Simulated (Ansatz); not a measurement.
## Random rutile alloy of IrO2 and SiO2 (96 atoms): a short ab initio trajectory

How do the atoms of random rutile alloy of IrO2 and SiO2 (96 atoms) move, and what local order do they keep?

Calculated with Ansatz 0.2.0; Kohn-Sham DFT, PBE, PAW (set soft_2), plane waves.

### Step 1. Set-up

The cell holds 96 atoms: 24 Si, 64 O and 8 Ir. Its edges and angles: a = 8.518 Å, b = 8.518 Å, c = 11.149 Å, α = 90.0°, β = 90.0°, γ = 90.0°. It derives from IrO2 (rutile) and SiO2, repeated 2×2×4. Rutile IrO2, 2 x 2 x 4 conventional cells, 24 of 32 Ir sites given to Si at random (x = 0.750), lattice by Vegard's rule (cell 4.259, 4.259, 2.787, 90, 90, 90); every coordinate displaced by a Gaussian of 0.07 Å.

Before any run, some limits are plain. The host structure and its lattice constant were typed by rule, without a check against the phase diagram. The main run has no spin polarisation, so moments on Ir can't form in it, and no Hubbard term. No spin–orbit coupling is included, so levels derived from the heavy atoms are approximate.

### Step 2. Dynamics started at 600 K

A Nosé–Hoover thermostat steers the temperature while disturbing the dynamics little. The time step is 1.0 fs.

The input, input.yaml:

```yaml
crystal:
  lattice:
    - [8.5176, 0.0, 0.0]
    - [0.0, 8.5176, 0.0]
    - [0.0, 0.0, 11.1492]
  atoms:
    - { symbol: Si, position: [0.01735, 0.01741, 0.00303] }
    - { symbol: Si, position: [0.24925, 0.24688, 0.1254] }
    - { symbol: O, position: [0.14596, 0.14433, 0.98808] }
    - { symbol: O, position: [0.33597, 0.35749, 0.00627] }
    [... 86 atom lines left out ...]
    - { symbol: Si, position: [0.48862, 0.5027, 0.74686] }
    - { symbol: Si, position: [0.74804, 0.75306, 0.87724] }
    - { symbol: O, position: [0.64933, 0.64487, 0.7606] }
    - { symbol: O, position: [0.84328, 0.84626, 0.74699] }
    - { symbol: O, position: [0.61082, 0.91312, 0.88619] }
    - { symbol: O, position: [0.91513, 0.59937, 0.88195] }
kpoints:
  mp_grid: { grid: [1, 1, 1] }
hamiltonian:
  xc: pbe
scf:
  occupations: { method: gaussian, width: 0.025 }
output:
  forces: true
md:
  timestep: 1.0
  n_steps: 76
  ensemble: nvt_nose_hoover
  temperature: 600
  initial_velocities: maxwell_boltzmann
  seed: 3987
```

The run is started by

```bash
$ ansatz run input.yaml --threads 8 --pin off --max-ram 15872MiB --backend cpu --events-out ev --progress --plain --runs-dir out
```

Wall time 5.4 min (8 threads of Intel Xeon Platinum 8259CL at 2.50GHz (Skylake/Cascade Lake), shared host); peak memory 1.5 GiB.

The program notes that it switched symmetry off.

The trajectory, sampled:

| time (fs) | T (K) | potential (meV/atom) | conserved (meV/atom) |
| --- | --- | --- | --- |
| 0.0 | 600 | 0.0 | 0.00 |
| 5.0 | 1878 | -165.1 | -1.48 |
| 10.0 | 2670 | -270.2 | -1.56 |
| 15.0 | 1987 | -190.4 | -0.97 |
| 20.0 | 1373 | -119.3 | -0.84 |
| 25.0 | 1374 | -125.9 | -0.93 |
| 30.0 | 1691 | -173.7 | -1.15 |
| 35.0 | 1832 | -199.4 | -1.13 |
| 41.0 | 1733 | -195.9 | -1.18 |
| 46.0 | 1492 | -171.6 | -1.05 |
| 51.0 | 1504 | -179.0 | -1.07 |
| 56.0 | 1693 | -209.8 | -1.23 |
| 61.0 | 1650 | -211.9 | -1.22 |
| 66.0 | 1414 | -188.7 | -1.12 |
| 71.0 | 1269 | -176.5 | -1.09 |
| 76.0 | 1359 | -194.2 | -1.17 |

Mean square displacement from the first frame to the last: Si 0.033 Å², O 0.074 Å², Ir 0.055 Å².

The mean square displacement by time lag:

| time lag (fs) | Ir (Å²) | O (Å²) | Si (Å²) |
| --- | --- | --- | --- |
| 1.0 | 1.9e-5 | 2.8e-4 | 1.1e-4 |
| 2.0 | 7.8e-5 | 0.00111 | 4.6e-4 |
| 4.0 | 3.1e-4 | 0.00440 | 0.00184 |
| 5.0 | 4.9e-4 | 0.00681 | 0.00286 |
| 8.0 | 0.00125 | 0.0167 | 0.00712 |
| 10.0 | 0.00194 | 0.0248 | 0.0108 |
| 11.0 | 0.00234 | 0.0291 | 0.0129 |
| 13.0 | 0.00322 | 0.0379 | 0.0173 |
| 14.0 | 0.00371 | 0.0423 | 0.0196 |
| 16.0 | 0.00476 | 0.0506 | 0.0242 |
| 17.0 | 0.00533 | 0.0544 | 0.0266 |
| 21.0 | 0.00781 | 0.0662 | 0.0353 |
| 22.0 | 0.00849 | 0.0683 | 0.0372 |
| 24.0 | 0.00990 | 0.0711 | 0.0407 |
| 25.0 | 0.0106 | 0.0720 | 0.0422 |
| 27.0 | 0.0122 | 0.0725 | 0.0447 |
| 28.0 | 0.0129 | 0.0724 | 0.0456 |
| 30.0 | 0.0146 | 0.0712 | 0.0471 |
| 33.0 | 0.0172 | 0.0680 | 0.0481 |
| 34.0 | 0.0181 | 0.0668 | 0.0481 |
| 36.0 | 0.0200 | 0.0642 | 0.0477 |
| 38.0 | 0.0220 | 0.0617 | 0.0469 |

Over the second half of 76 fs the temperature averages 1529 K, falling from about 1673 to 1301 K (means over the first and last quarter of that half). The conserved energy stays within 1.76 meV/atom. From first frame to last O has the largest mean square displacement, 0.074 Å² at the end; the farthest move is 0.59 Å. The mean temperature of 1529 K lies well off the 600 K of the input, so the thermostat hasn't yet brought the run to equilibrium. The count of bonds goes from 192 in the first frame to 191 in the last, by one set of cutoffs: 1 pairs passed out of them and 0 came within. The run spans 0.08 ps, too short for its means to be equilibrium values.

### Step 3. Distances and neighbours late in the run

The g(r) is a mean over the second half; what follows it is taken at the last frame.

Density 6.64 g/cm³, 8.426 Å³ an atom.

Mean of 14 frames. Pair distribution functions g(r), in bins of 0.2 Å:

| r (Å) | total | O-O | O-Si | O-Ir | Si-Si | Si-Ir | Ir-Ir |
| --- | --- | --- | --- | --- | --- | --- | --- |
| 1.50 | 0.06 | 0.00 | 0.17 | 0.00 | 0.00 | 0.00 | 0.00 |
| 1.70 | 1.84 | 0.00 | 5.44 | 0.32 | 0.00 | 0.00 | 0.00 |
| 1.90 | 1.75 | 0.01 | 3.57 | 5.06 | 0.00 | 0.00 | 0.00 |
| 2.10 | 0.41 | 0.14 | 0.23 | 2.40 | 0.00 | 0.00 | 0.00 |
| 2.30 | 0.60 | 1.29 | 0.03 | 0.11 | 0.00 | 0.00 | 0.00 |
| 2.50 | 1.44 | 3.22 | 0.00 | 0.00 | 0.10 | 0.00 | 0.00 |
| 2.70 | 1.34 | 2.63 | 0.02 | 0.07 | 1.63 | 1.30 | 0.00 |
| 2.90 | 0.66 | 1.08 | 0.14 | 0.25 | 0.92 | 1.18 | 0.49 |
| 3.10 | 0.92 | 0.61 | 1.08 | 1.14 | 1.80 | 0.92 | 1.71 |
| 3.30 | 1.34 | 0.30 | 1.67 | 1.48 | 4.54 | 4.35 | 2.29 |
| 3.50 | 0.92 | 0.57 | 1.12 | 1.10 | 1.00 | 1.81 | 4.46 |
| 3.70 | 0.77 | 0.46 | 1.25 | 1.21 | 0.11 | 0.23 | 0.11 |
| 3.90 | 0.75 | 0.47 | 1.24 | 1.05 | 0.07 | 0.20 | 0.00 |
| 4.10 | 1.08 | 0.87 | 1.52 | 1.03 | 0.61 | 0.75 | 0.12 |
| 4.30 | 1.43 | 1.25 | 1.59 | 1.94 | 1.16 | 1.21 | 0.99 |
| 4.50 | 1.09 | 1.70 | 0.65 | 0.76 | 0.24 | 0.38 | 0.00 |
| 4.70 | 0.84 | 1.59 | 0.25 | 0.29 | 0.14 | 0.08 | 0.13 |
| 4.90 | 0.94 | 1.19 | 0.68 | 0.58 | 1.06 | 1.00 | 2.07 |
| 5.10 | 1.23 | 1.00 | 0.89 | 1.12 | 3.54 | 3.17 | 2.00 |
| 5.30 | 1.17 | 0.94 | 1.27 | 1.38 | 1.40 | 1.84 | 1.99 |
| 5.50 | 0.85 | 0.62 | 1.20 | 1.12 | 0.39 | 0.43 | 0.49 |
| 5.70 | 0.62 | 0.51 | 0.83 | 0.78 | 0.33 | 0.35 | 0.16 |
| 5.90 | 0.64 | 0.77 | 0.55 | 0.55 | 0.41 | 0.58 | 0.00 |
| 6.10 | 0.83 | 0.88 | 0.88 | 0.82 | 0.40 | 0.66 | 0.00 |
| 6.30 | 1.21 | 1.04 | 1.61 | 1.65 | 0.28 | 0.20 | 0.00 |
| 6.50 | 1.41 | 1.41 | 1.58 | 1.62 | 0.64 | 0.84 | 0.48 |
| 6.70 | 1.32 | 1.49 | 1.02 | 1.07 | 1.69 | 2.06 | 1.53 |
| 6.90 | 1.21 | 1.16 | 0.86 | 0.82 | 2.75 | 2.83 | 3.52 |

Bonds by pair of elements; cutoffs follow the first minimum of g(r), held within bounds set by covalent radii, and pairs that aren't listed don't count as bonded:

| pair A-B | cutoff (Å) | bonds | mean length (Å) | spread (Å) | shortest (Å) | B about A | A about B |
| --- | --- | --- | --- | --- | --- | --- | --- |
| O-Si | 2.16 | 143 | 1.80 | 0.108 | 1.52 | 2.23 | 5.96 |
| O-Ir | 2.48 | 48 | 1.97 | 0.1 | 1.80 | 0.75 | 6 |

How many atoms have how many bonded neighbours:

| element | mean | 2 | 3 | 5 | 6 |
| --- | --- | --- | --- | --- | --- |
| Ir | 6 | 0 | 0 | 0 | 8 |
| O | 2.98 | 1 | 63 | 0 | 0 |
| Si | 5.96 | 0 | 0 | 1 | 23 |

Bond angles (no mean is given where the spread exceeds 20°):

| angle | count | mean (°) | spread (°) |
| --- | --- | --- | --- |
| O-Si-O | 355 | - | - |
| O-Ir-O | 120 | - | - |
| Si-O-Si | 107 | 122 | 17.4 |
| Ir-O-Si | 71 | 116 | 17 |
| Ir-O-Ir | 12 | 117 | 11.9 |

Oxygen atoms by the number of network formers (Si, P, Ge, B, Al, As, Ga) bound to them:

| network formers bound to O | O atoms | per cent |
| --- | --- | --- |
| 0 | 1 | 1.6 |
| 1 | 10 | 15.6 |
| 2 | 26 | 40.6 |
| 3 | 27 | 42.2 |

Network units: each former by its oxygen neighbours and how many of them bridge to another former:

| former | O neighbours | bridging O | atoms |
| --- | --- | --- | --- |
| Si | 5 | 5 | 1 |
| Si | 6 | 5 | 10 |
| Si | 6 | 6 | 13 |

Bond length by coordination (bonds to H left out):

| element | coordination | atoms | mean bond length (Å) |
| --- | --- | --- | --- |
| O | 2 | 1 | 1.79 |
| O | 3 | 63 | 1.84 |
| Si | 5 | 1 | 1.81 |
| Si | 6 | 23 | 1.80 |

Rings of the network by King's shortest-path rule, up to 12 atoms, one path for each pair of neighbours; H, halogens, alkali and alkaline-earth atoms are left out, and the last column divides by all other atoms, bonded or not:

| ring size (atoms) | rings | per network atom |
| --- | --- | --- |
| 4 | 31 | 0.323 |
| 6 | 124 | 1.29 |
| 8 | 97 | 1.01 |

For some of the pairs, g(r) has its first main peak near 2.53 Å (O-O), 1.77 Å (O-Si) and 1.97 Å (O-Ir). With the cutoffs above, all Ir atoms have 6, 98 % of O atoms have 3 and 96 % of Si atoms have 6 bonded neighbours. Counting bonds to Si alone, not to Ir, 41 % of the oxygens join two of these atoms and 16 % one; 42 % join three; 2 % join none. The commonest Si unit has 6 oxygens, 6 of them shared with other formers (13 of 24 atoms). Rings of 6 atoms are the most common (49 % of those counted); sizes run from 4 to 8.

### Step 4. Single point at the last frame

The last frame is solved once more, with the analyses that the dynamics left out.

The input, input.yaml:

```yaml
crystal:
  lattice:
    - [8.5176, 0.0, 0.0]
    - [0.0, 8.5176, 0.0]
    - [0.0, 0.0, 11.1492]
  atoms:
    - { symbol: Si, position: [0.01676, 0.98537, 0.99446] }
    - { symbol: Si, position: [0.24896, 0.24363, 0.12227] }
    - { symbol: O, position: [0.13324, 0.13928, 0.01319] }
    - { symbol: O, position: [0.34873, 0.34329, 0.0017] }
    [... 86 atom lines left out ...]
    - { symbol: Si, position: [0.48975, 0.50454, 0.75032] }
    - { symbol: Si, position: [0.75525, 0.75196, 0.87312] }
    - { symbol: O, position: [0.65954, 0.65663, 0.75799] }
    - { symbol: O, position: [0.86058, 0.84507, 0.75743] }
    - { symbol: O, position: [0.59737, 0.90169, 0.87692] }
    - { symbol: O, position: [0.8945, 0.60281, 0.89702] }
kpoints:
  mp_grid: { grid: [2, 2, 1] }
hamiltonian:
  xc: pbe
scf:
  occupations: { method: gaussian, width: 0.025 }
output:
  forces: true
  stress: true
  populations: true
  dos:
    method: { smearing: { sigma: 0.15 } }
    de: 0.1
    projected: { site_lists: { Ir: [Ir], O: [O], Si: [Si] } }
  eigenvalues: true
  write_density: true
  write_potential: true
  volumetric_format: npy
```

The job ended after 39 s (8 threads; peak memory 5.9 GiB).

The run gave:

| Item | Value |
| --- | --- |
| free energy | -147076.1946 eV |
| free energy per atom | -1532.0437 eV/atom |
| SCF cycles | 15 |
| pressure | 17.78 GPa |
| r.m.s. force component | 2.014 eV/Å |
| longest force | 8.402 eV/Å |
| Fermi energy | 12.65 eV |
| levels partly filled by over 2 per cent | 5 |
| spilling of the projection | 0.009527 |

Neighbours are counted within 2.16 Å (O-Si), 2.48 Å (O-Ir), the cutoffs taken from the dynamics.

Length of the force by element and coordination:

| element | coordination | atoms | mean length of the force (eV/Å) | spread | least | most |
| --- | --- | --- | --- | --- | --- | --- |
| Ir | all | 8 | 4.65 | 1.16 | 3.23 | 6.75 |
| O | all | 64 | 2.87 | 1.51 | 0.660 | 7.49 |
| O | 2 | 1 | 3.65 | 0 | 3.65 | 3.65 |
| O | 3 | 63 | 2.86 | 1.51 | 0.660 | 7.49 |
| Si | all | 24 | 3.10 | 1.86 | 0.529 | 8.40 |
| Si | 5 | 1 | 6.00 | 0 | 6.00 | 6.00 |
| Si | 6 | 23 | 2.97 | 1.80 | 0.529 | 8.40 |

Löwdin charges by element and coordination (they lack the spilled electrons, 0.061 e an atom on average):

| element | coordination | atoms | mean charge (e) | spread | least | most |
| --- | --- | --- | --- | --- | --- | --- |
| Ir | all | 8 | 1.42 | 0.0527 | 1.36 | 1.53 |
| O | all | 64 | -0.690 | 0.0401 | -0.745 | -0.524 |
| O | 2 | 1 | -0.665 | 0 | -0.665 | -0.665 |
| O | 3 | 63 | -0.691 | 0.0403 | -0.745 | -0.524 |
| Si | all | 24 | 1.61 | 0.019 | 1.57 | 1.65 |
| Si | 5 | 1 | 1.61 | 0 | 1.61 | 1.61 |
| Si | 6 | 23 | 1.61 | 0.0194 | 1.57 | 1.65 |

Density of states as counts of states in windows of 1 eV (from the Fermi level), total and the larger projections:

| from (eV) | to (eV) | total | O p | Ir d | Si p |
| --- | --- | --- | --- | --- | --- |
| -10 | -9 | 24.4 | 16.5 | 2.1 | 2.7 |
| -9 | -8 | 36.7 | 25.8 | 4.0 | 4.4 |
| -8 | -7 | 44.5 | 32.5 | 4.7 | 4.4 |
| -7 | -6 | 44.0 | 34.1 | 3.9 | 3.3 |
| -6 | -5 | 46.9 | 38.3 | 3.8 | 2.2 |
| -5 | -4 | 51.5 | 44.5 | 3.5 | 1.3 |
| -4 | -3 | 52.2 | 46.3 | 3.4 | 0.7 |
| -3 | -2 | 43.4 | 38.9 | 2.8 | 0.4 |
| -2 | -1 | 27.3 | 13.8 | 12.4 | 0.3 |
| -1 | 0 | 22.3 | 9.3 | 12.2 | 0.2 |
| 0 | 1 | 7.8 | 3.5 | 4.1 | 0.1 |
| 1 | 2 | 1.4 | 0.5 | 0.8 | 0.0 |
| 2 | 3 | 10.7 | 3.2 | 5.9 | 0.2 |
| 3 | 4 | 17.2 | 5.4 | 8.0 | 0.5 |
| 4 | 5 | 9.4 | 2.5 | 2.1 | 0.8 |

Between -26 and -10 eV lie 159 more states.

The stored curve holds about 552 of the 616 electrons; the rest, give or take the few that broadening carries across the Fermi level, lie in deeper levels below its range.

The levels nearest the highest filled one (over half full), pooled over k-points and spins:

| level less the highest filled one (eV) | occupation |
| --- | --- |
| -0.0408 | 1.99 |
| -0.0386 | 1.99 |
| -0.0256 | 1.91 |
| -0.0059 | 1.44 |
| -0.0031 | 1.32 |
| 0 | 1.19 |
| 0.0283 | 0.173 |
| 0.0745 | 0 |
| 0.0844 | 0 |
| 0.150 | 0 |
| 0.170 | 0 |
| 0.181 | 0 |

Mean Löwdin charges: Ir +1.42, O -0.69, Si +1.61 e (they miss 0.95 % of the electrons, so they add up to more than the cell's charge).

### Step 5. What came out

| Property | Result |
| --- | --- |
| mean temperature, second half | 1529 K |
| temperature swing, second half | 163.8 K |
| slope of the conserved energy against time, by least squares | -1.867 meV/atom/ps |
| free energy per atom | -1532.0437 eV/atom |
| density | 6.643 g/cm³ |
| pressure | 17.78 GPa |
| r.m.s. force component | 2.014 eV/Å |
| wall time of the 2 DFT runs | 6.1 min |

What this shows: Over the second half of 76 fs the temperature averages 1529 K, falling from about 1673 to 1301 K (means over the first and last quarter of that half). The conserved energy stays within 1.76 meV/atom. The mean temperature of 1529 K lies well off the 600 K of the input, so the thermostat hasn't yet brought the run to equilibrium. The count of bonds goes from 192 in the first frame to 191 in the last, by one set of cutoffs: 1 pairs passed out of them and 0 came within. The run spans 0.08 ps, too short for its means to be equilibrium values. With the cutoffs above, all Ir atoms have 6, 98 % of O atoms have 3 and 96 % of Si atoms have 6 bonded neighbours. Counting bonds to Si alone, not to Ir, 41 % of the oxygens join two of these atoms and 16 % one; 42 % join three; 2 % join none.

5 levels are partly filled, by over 2 % (on the run's k-points): no clear gap opens at this level.

What to keep in mind: The dynamics ran on a 1×1×1 mesh and the single point on 2×2×1, so their forces and energies differ by that too. The pressure of 18 GPa is that of one thermal frame at a volume set beforehand, without the kinetic term.

[Logs are printed without paths, hosts, clocks, repeated set-up lines and the standing remarks that a program may print on its own settings, such as how far it seeks lower states.]

[Hosts, paths, dates, database ids (printed as entryN), source tags and the programs' standing remarks are cut or masked in the printed files.]
